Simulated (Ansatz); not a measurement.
# CdC2 (built on the sites of a database entry of MgC2): a soft mode frozen in, part 2 of 3

Aim: this structure of CdC2 (built on the sites of a database entry of MgC2) is to be tested for unstable modes, and one is followed downhill.

Ansatz 0.2.0; DFT PBE, scalar-relativistic, plane waves, norm-conserving pseudopotentials.

So far, highest frequency on the path or at a solved wavevector (cm⁻¹): step 2 (the dispersion) 1950. Also lowest frequency on the path (cm⁻¹): step 2 -82.7.

The structure was built from a prototype and need not be the compound's stable phase.

## 6. Relaxing from the distorted cell

Starting from the lowest point found, all atoms and the cell are let go, so that strain and other modes of the same symmetry can join in.

File input.yaml:

```yaml
crystal:
  lattice:
    - [3.9651099776, 0.0, 0.0]
    - [0.0, 3.9651099776, 0.0]
    - [0.0, 0.0, 5.9125324408]
  atoms:
    - { symbol: Cd, position: [0.5128835781, 0.4871164219, 0.0] }
    - { symbol: Cd, position: [-0.0035589482, 0.0035589482, 0.5] }
    - { symbol: C, position: [0.8492334517, 0.9276996193, 0.0] }
    - { symbol: C, position: [0.6071307587, 0.3928692413, 0.5] }
    - { symbol: C, position: [0.0723003807, 0.1507665483, 0.0] }
    - { symbol: C, position: [0.3840638297, 0.6159361703, 0.5] }
kpoints:
  mp_grid: { grid: [8, 8, 4] }
hamiltonian:
  xc: pbe
  pseudopotentials: { kind: nc }
scf:
  occupations: { method: fixed }
output:
  forces: true
  stress: true
  eigenvalues: true
relax:
  adjacent_minimum: "off"
  f_tol: 0.002
  max_steps: 120
  cell: { stress_tol: 0.03 }
```

On the command line:

```
$ ansatz run input.yaml --threads 8 --pin off --max-ram 14336MiB --backend cpu --events-out ev --progress --plain --runs-dir out
```

Numbers of over 12 decimals in the logs are rounded to 6 here.

What it wrote:

```text
[...]
Crystal: 6 atoms, lattice volume = 92.957 Å³
Basis set: ecut = 1115.666836 eV, 7829 PW (Γ), exchange–correlation on 90×90×144 points (8 copies of the dense FFT grid, shifted against one another)
Bands: 34, of which v1, the nominal top of the filled ones, is band 28 counted from 1 (27 counted from 0)
Symmetry: 4 space group operations
[...]
k-points: 63 of 256 (time reversal used)
[...]
SCF iter   1: F=—  HF=-10187.798199 eV  |F-HF|=—  |Δ(HF+E_count)|=         —  Δρ=9.87e-2  dr2=9.41e0  ethr=3.10e-3  ⟨swp⟩=5.0  Hψ=8374  notcnv=0  defer=225
[...]
SCF iter   9: F=-10184.461700 eV  HF=-10184.461700 eV  |F-HF|=1.11e-8  |Δ(HF+E_count)|=   2.40e-7  Δρ=5.73e-6  dr2=3.77e-8  ethr=1.79e-10  ⟨swp⟩=15.5  Hψ=14412  notcnv=0
SCF 1 converged in 9 iterations: F = -10184.461700 eV  dr2 = 3.77e-8
relax step   1: F+E_penalty+E_count = -10184.46169997 eV  Δ(F+E_penalty+E_count) = +0.000e0 eV  max|allowed force component| = 2.130e-1 eV/Å  Δτ_max = 0.0000 Å  P = +0.141 GPa  Ω = 92.957 Å³  (9 SCF iters, dr2 threshold 1.00e-7 eV, accepted)
Crystal: 6 atoms, lattice volume = 93.023 Å³
Basis set: ecut = 1115.666836 eV, 7821 PW (Γ), exchange–correlation on 90×90×144 points (8 copies of the dense FFT grid, shifted against one another)
[...]
iter 1 solved again at ethr=8.72e-4 eV; its pass at ethr=3.10e-3 eV (dr2=4.88e-1 eV) is discarded
[...]
SCF iter   7: F=-10184.453536 eV  HF=-10184.453536 eV  |F-HF|=1.51e-7  |Δ(HF+E_count)|=   9.37e-7  Δρ=2.38e-5  dr2=3.48e-7  ethr=1.07e-9  ⟨swp⟩=14.9  Hψ=14926  notcnv=0
SCF 2 converged in 7 iterations: F = -10184.453536 eV  dr2 = 3.48e-7
relax step   2: F+E_penalty+E_count = -10184.45353552 eV  Δ(F+E_penalty+E_count) = +8.164e-3 eV  max|allowed force component| = 6.637e-2 eV/Å  Δτ_max = 0.1335 Å  P = +0.030 GPa  Ω = 93.023 Å³  energy of the carried Pulay correction = -8.619e-6 eV  (7 SCF iters, dr2 threshold 6.00e-7 eV, rejected (line search))
Crystal: 6 atoms, lattice volume = 93.010 Å³
[...]
SCF iter  11: F=-10184.465985 eV  HF=-10184.465985 eV  |F-HF|=3.64e-12  |Δ(HF+E_count)|=  7.28e-12  Δρ=8.20e-8  dr2=7.85e-12  ethr=1.00e-12  ⟨swp⟩=16.8  Hψ=16562  notcnv=0
SCF 3 converged in 11 iterations: F = -10184.465985 eV  dr2 = 7.85e-12
relax step   3: F+E_penalty+E_count = -10184.46598546 eV  Δ(F+E_penalty+E_count) = -4.285e-3 eV  max|allowed force component| = 4.427e-2 eV/Å  Δτ_max = 0.0467 Å  P = +0.034 GPa  Ω = 93.010 Å³  energy of the carried Pulay correction = -6.840e-6 eV  (11 SCF iters, accepted)
[...]
relax step   4: F+E_penalty+E_count = -10184.46624630 eV  Δ(F+E_penalty+E_count) = -2.608e-4 eV  max|allowed force component| = 4.571e-3 eV/Å  Δτ_max = 0.0015 Å  P = +0.010 GPa  Ω = 92.990 Å³  energy of the carried Pulay correction = -4.279e-6 eV  (4 SCF iters, dr2 threshold 1.79e-7 eV, accepted)
[...]
relax step   5: F+E_penalty+E_count = -10184.46629398 eV  Δ(F+E_penalty+E_count) = -4.767e-5 eV  max|allowed force component| = 6.666e-3 eV/Å  Δτ_max = 0.0015 Å  P = -0.006 GPa  Ω = 92.995 Å³  energy of the carried Pulay correction = -4.939e-6 eV  (5 SCF iters, dr2 threshold 3.44e-8 eV, accepted)
[...]
relax step   6: F+E_penalty+E_count = -10184.46631422 eV  Δ(F+E_penalty+E_count) = -2.024e-5 eV  max|allowed force component| = 6.540e-3 eV/Å  Δτ_max = 0.0017 Å  P = +0.011 GPa  Ω = 92.978 Å³  energy of the carried Pulay correction = -2.664e-6 eV  (6 SCF iters, dr2 threshold 2.78e-9 eV, accepted)
[...]
relax step   7: F+E_penalty+E_count = -10184.46632192 eV  Δ(F+E_penalty+E_count) = -7.697e-6 eV  max|allowed force component| = 5.264e-3 eV/Å  Δτ_max = 0.0041 Å  P = -0.015 GPa  Ω = 93.017 Å³  energy of the carried Pulay correction = -7.769e-6 eV  (6 SCF iters, dr2 threshold 2.67e-9 eV, accepted)
[...]
relax step   8: F+E_penalty+E_count = -10184.46632769 eV  Δ(F+E_penalty+E_count) = -5.777e-6 eV  max|allowed force component| = 1.299e-4 eV/Å  Δτ_max = 0.0008 Å  P = -0.000 GPa  Ω = 92.993 Å³  energy of the carried Pulay correction = -4.631e-6 eV  (5 SCF iters, dr2 threshold 1.73e-9 eV, accepted)
[...]
SCF iter   1: F=—  HF=-10184.466297 eV  |F-HF|=—  |Δ(HF+E_count)|=         —  Δρ=8.96e-6  dr2=6.17e-9  ethr=1.34e-7  ⟨swp⟩=5.1  Hψ=16494  notcnv=0  defer=252
eigensolver tolerance schedule: the retry pair's looser diagonalisation over-reported the residual by 12141.44 of it (diagonalisation noise at 1.10 of the residual, at the tolerance the schedule requests for it); recorded, not acted on — ethr = c·dr2/N_el stays at c = 1.0e-1
[...]
SCF iter   2: F=—  HF=-10184.466332 eV  |F-HF|=—  |Δ(HF+E_count)|=   3.52e-5  Δρ=4.53e-6  dr2=1.51e-9  ethr=1.10e-11  ⟨swp⟩=4.2  Hψ=6138  notcnv=0  defer=250
[...]
SCF iter   4: F=-10184.466332 eV  HF=-10184.466332 eV  |F-HF|=7.28e-12  |Δ(HF+E_count)|=  9.06e-10  Δρ=1.48e-7  dr2=1.58e-11  ethr=1.00e-12  ⟨swp⟩=15.3  Hψ=18753  notcnv=0
SCF 9 converged in 4 iterations: F = -10184.466332 eV  dr2 = 1.58e-11
relax step   9: F+E_penalty+E_count = -10184.46633248 eV  Δ(F+E_penalty+E_count) = -4.786e-6 eV  max|allowed force component| = 1.168e-4 eV/Å  Δτ_max = 0.0000 Å  P = -0.001 GPa  Ω = 92.993 Å³  stress off target by 1.61e-3 GPa  SCF on the basis re-selected at this cell (its energy is not comparable with the rows above)  (4 SCF iters)
basis re-selected at this cell: Δ(F+E_penalty+E_count) = -4.786e-6 eV, ΔP = -0.000 GPa vs the last step (what re-selecting the basis moved, of the pressure what is left beyond the Pulay correction that the steps carried, after the strain that the cell walked since its last selection, with what the two solves' SCF thresholds leave and, on support functions, any second-order correction that the steps lacked; it is no m [...]
SCF converged after 4 iterations
Free energy (F): -10184.466332 eV
[...]
Internal energy: -10184.466332 eV  (E = F + TS)
E sigma→0 (E₀):  -10184.466332 eV
Fermi energy:    7.145950 eV
[...]
--- Forces (eV/Å), atoms counted from 1 ---
  atom   1  Cd    -0.00006766     0.00006766     0.00000000
  atom   2  Cd    -0.00006892     0.00006892     0.00000000
  atom   3  C     -0.00002403    -0.00005257     0.00000000
  atom   4  C      0.00011695    -0.00011695     0.00000000
  atom   5  C      0.00005257     0.00002403     0.00000000
  atom   6  C     -0.00000811     0.00000811     0.00000000
  max |Σ_I F_I| component: 7.97e-7 eV/Å
--- Stress (GPa, compression-positive) ---
        0.000048       0.000465       0.000000
        0.000465       0.000048       0.000000
        0.000000       0.000000      -0.001614
  P = ⅓ Tr σ = -0.0005 GPa (-0.005 kbar)
--- Band table (eV; the first three rows and the last of 63) ---
  k-point 0: bands = [... 24 lower, 4.5561, 5.8065, 5.9210, 5.9787, 10.6484, 11.8240, 12.9383, 13.0168, ... 2 higher]
  k-point 1: bands = [... 24 lower, 5.2601, 5.7840, 5.9102, 6.2109, 10.7723, 11.5974, 12.8091, 12.8913, ... 2 higher]
  k-point 2: bands = [... 24 lower, 5.7603, 5.7787, 6.1581, 6.2373, 11.0391, 11.2362, 12.6938, 12.7850, ... 2 higher]
  k-point 62: bands = [... 24 lower, 4.1938, 4.3568, 6.7045, 6.7660, 11.8556, 11.8671, 11.9165, 12.0983, ... 2 higher]
--- Relaxed structure (8 steps of the walk, 7 accepted, 1 SCFs on fresh bases) ---
  F+E_penalty+E_count = -10184.46633248 eV   max|allowed force component| = 1.168e-4 eV/Å   (the final SCF, on the basis selected at the relaxed cell)
  cell:  # Å, volume = 92.9928 Å³
    - [3.964300, -0.014187, 0.0]
    - [-0.014187, 3.964300, 0.0]
    - [0.0, 0.0, 5.917278]
  atoms:
    - { symbol: Cd, position: [0.521896, 0.478104, 0.0] }
    - { symbol: Cd, position: [-0.011524, 0.011524, 0.500000] }
    - { symbol: C, position: [0.855775, 0.919855, 0.0] }
    - { symbol: C, position: [0.599127, 0.400873, 0.500000] }
    - { symbol: C, position: [0.080145, 0.144225, 0.0] }
    - { symbol: C, position: [0.376635, 0.623365, 0.500000] }
```

Wall time 38 s (8 threads of Intel Xeon 6975P-C (Granite Rapids), shared host); peak memory 1.3 GiB; 4.9 min of CPU time.

The steps of the relaxation:

```csv
step,energy less that of the first step (eV),largest force component (eV/Å),pressure (GPa),volume (Å³)
1,0.0000,0.2130,0.14,92.96
2,0.0082,0.0664,0.03,93.02
3,-0.0043,0.0443,0.03,93.01
4,-0.0045,0.0046,0.01,92.99
5,-0.0046,0.0067,-0.01,93.00
6,-0.0046,0.0065,0.01,92.98
7,-0.0046,0.0053,-0.01,93.02
8,-0.0046,0.0001,0.00,92.99
9*,-0.0046,0.0001,0.00,92.99
```

Relaxation steps marked * repeat the geometry before them on a plane-wave basis chosen anew for their cell, so energy and pressure can jump there. Relaxation step 2 was tried and not accepted.

Forces are held to the 4 operations that the run works with; a distortion that breaks them can't arise in this run.

```csv
"conventional cell, symmetrised",before,after,change
a (Å),5.913,5.917,+0.1 %
b (Å),5.608,5.586,-0.4 %
c (Å),5.608,5.626,+0.3 %
volume (Å³/atom),15.49,15.50,+0.0 %
```

The atoms that moved most (Å, as changes of fractional coordinates times the final cell):

```csv
atom,dx,dy,dz,length
Cd1,0.036,-0.036,0.000,0.051
C4,-0.032,0.032,0.000,0.045
Cd2,-0.032,0.032,0.000,0.045
C6,-0.030,0.030,0.000,0.042
C3,0.026,-0.031,0.000,0.041
C5,0.031,-0.026,0.000,0.041
```

This step gave:

* pressure: -5.06e-4 GPa
* gap on the k-mesh: 3.118 eV
* volume per atom: 15.50 Å³

The distorted start has space group Amm2; the relaxation ends in Amm2.

## 7. The new phase in its own primitive cell

The relaxed structure is symmetrised, reduced to its primitive cell and relaxed tightly, as its phonons need.

File input.yaml:

```yaml
crystal:
  lattice:
    - [5.9172779579, 0.0, 0.0]
    - [0.0, 2.7931514496, 2.8132152488]
    - [0.0, -2.7931514496, 2.8132152488]
  atoms:
    - { symbol: Cd, position: [0.0, 0.5218956854, 0.5218956854] }
    - { symbol: Cd, position: [0.5, 0.9884757214, 0.9884757214] }
    - { symbol: C, position: [0.0, 0.8557746191, 0.0801454211] }
    - { symbol: C, position: [0.5, 0.5991270858, 0.5991270858] }
    - { symbol: C, position: [0.0, 0.0801454211, 0.8557746191] }
    - { symbol: C, position: [0.5, 0.3766345179, 0.3766345179] }
kpoints:
  mp_grid: { grid: [4, 6, 6] }
hamiltonian:
  xc: pbe
  pseudopotentials: { kind: nc }
scf:
  occupations: { method: fixed }
output:
  forces: true
  stress: true
  eigenvalues: true
relax:
  adjacent_minimum: "off"
  f_tol: 0.001
  max_steps: 60
  cell: { stress_tol: 0.01 }
```

What it wrote:

```text
[...]
Crystal: 6 atoms, lattice volume = 92.993 Å³
Basis set: ecut = 1115.666836 eV, 7825 PW (Γ), exchange–correlation on 144×90×90 points (8 copies of the dense FFT grid, shifted against one another)
Bands: 34, of which v1, the nominal top of the filled ones, is band 28 counted from 1 (27 counted from 0)
Symmetry: 4 space group operations
[...]
- [5.9172779579, 0.0, 0.0]
    - [0.0, 2.7931514496, 2.8132152488]
    - [0.0, -2.7931514496, 2.8132152488]
  atoms:
    - { symbol: Cd, position: [0.0, 0.521896, 0.521896] }
    - { symbol: Cd, position: [0.5, 0.988476, 0.988476] }
    - { symbol: C, position: [0.0, 0.855775, 0.0801454211] }
    - { symbol: C, position: [0.5, 0.5991270858, 0.5991270858] }
    - { symbol: C, position: [0.0, 0.0801454211, 0.855775] }
    - { symbol: C, position: [0.5, 0.3766345179, 0.3766345179] }
[key lines of the parts left out:]
SCF converged after 6 iterations
Free energy (F): -10184.466273 eV
Fermi energy:    7.037583 eV
P = ⅓ Tr σ = -0.0006 GPa (-0.006 kbar)
```

It took 6.2 s on 8 threads; peak memory 1 GiB; 47 s of CPU time.

Little changed from the start: no atom moved by 0.005 Å and no cell edge by 0.1 %.

Numbers from this step:

- pressure: -6.21e-4 GPa
- gap on the k-mesh: 3.226 eV
- direct gap on mesh: 3.378 eV

The largest force component left is 0.13 meV/Å and the pressure is -0.001 GPa, within the tolerances set. The cell now holds 15.50 Å³/atom.

(Part 2 of 3 ends here.)

[Logs are printed without paths, hosts, clocks, repeated set-up lines and the standing remarks that a program may print on its own settings, such as how far it seeks lower states.]

[Hosts, paths, dates, database ids (printed as entryN), source tags and the programs' standing remarks are cut or masked in the printed files.]
